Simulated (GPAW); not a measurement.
Consider CuSi2P3 (P3m1).

```xyz
6
Lattice="3.7320 0.0000 0.0000 -1.8660 3.2320 0.0000 0.0000 0.0000 9.0856" Properties=species:S:1:pos:R:3 pbc="T T T"
Cu    0.0000    2.1547    6.6960
P     0.0000    0.0000    6.0917
P     1.8660    1.0773    3.0408
P     0.0000    2.1547    9.0105
Si    0.0000    0.0000    3.9322
Si    1.8660    1.0773    0.7569
```

Absorber: atom 6, with 1 P at 2.28 Å and 3 P at 2.31 Å (tetrahedral, site symmetry 3m). Method: GPAW, LDA, excited-electron core hole (neutral cell), 24-atom cell with 7.5 Å between holes, 3×3×3 k points, dipole transitions, Gaussian full width 0.9 eV up to 4 eV, rising linearly to 3.5 eV at 25 eV.

Q: What does the Si K edge look like?

Main maxima up to 24 eV above the zero (height): 1.7 eV (2.30), 4.4 eV (1.57), 8.5 eV (1.12), 14.0 eV (0.83) and 18.3 eV (0.78). A K edge sees empty p states on the absorber. The total-energy difference is 1844.61 eV. One term is added: -14.86 eV, since the hole is spin-paired here and a spin-polarised one costs that much less in the free atom (computed apart). The photon energy is then 1829.75 eV. The tabulated edge of the element is 1839 eV. The functional leaves an error in such absolute values: in the free atom LDA prices this hole 7.8 eV below PBE (computed apart), and PBE is itself good to a few eV.

The Si K spectrum (energy from the lowest empty level; intensity scaled to a mean of 1 over the first 20 eV; polarised curves are means over the symmetry-equivalent atoms):

```csv
E (eV),isotropic,ε ⊥ c,ε ∥ c
-2.00,0.00,0.00,0.00
-1.25,0.00,0.00,0.00
-0.50,0.08,0.08,0.09
0.25,1.27,1.18,1.45
1.00,2.27,2.15,2.51
1.75,2.29,2.02,2.83
2.50,1.36,1.25,1.59
3.25,0.84,0.83,0.85
4.00,1.31,1.66,0.59
4.75,1.34,1.65,0.70
5.50,0.80,0.81,0.76
6.25,0.54,0.41,0.80
7.00,0.58,0.41,0.91
7.75,0.93,0.76,1.27
8.50,1.12,1.04,1.29
9.25,1.08,1.11,1.02
10.00,1.06,1.17,0.83
10.75,0.94,1.02,0.77
11.50,0.81,0.82,0.78
12.25,0.77,0.78,0.76
13.00,0.79,0.80,0.76
13.75,0.83,0.83,0.82
14.50,0.81,0.79,0.86
15.25,0.74,0.70,0.81
16.00,0.69,0.66,0.75
16.75,0.71,0.69,0.73
17.50,0.75,0.77,0.72
18.25,0.78,0.82,0.70
19.00,0.76,0.80,0.69
19.75,0.71,0.72,0.69
20.50,0.66,0.64,0.69
21.25,0.62,0.59,0.68
22.00,0.60,0.56,0.67
22.75,0.59,0.56,0.66
23.50,0.60,0.57,0.65
24.25,0.63,0.61,0.66
25.00,0.67,0.66,0.68
25.75,0.70,0.71,0.69
26.50,0.73,0.75,0.69
27.25,0.73,0.75,0.69
28.00,0.71,0.72,0.69
28.75,0.68,0.67,0.70
29.50,0.64,0.61,0.70
```

The crystal has 2 inequivalent Si sites and not all are shown here, while a measurement adds them all. The mesh is coarse (0.32 Å⁻¹ between points), so small maxima may be mesh ripples. The structure is a computed Materials Project entry and may be a hypothetical form.

[Banner, clock and machine lines of the logs are left out without a mark of their own.]

[Logs are printed without paths, hosts, clocks, repeated set-up lines and the standing remarks that a program may print on its own settings, such as how far it seeks lower states.]

[Hosts, paths, dates, database ids (printed as entryN), source tags and the programs' standing remarks are cut or masked in the printed files.]

[Lists of maxima count a maximum above −3 eV only where it reaches 4 % of the highest in the window and stands out from its surroundings by 2 % of it (1.5 % where it reaches 55 %); shoulders and weaker maxima are passed over, and of the rest the first, up to two pre-edge ones and the few strongest are named.]
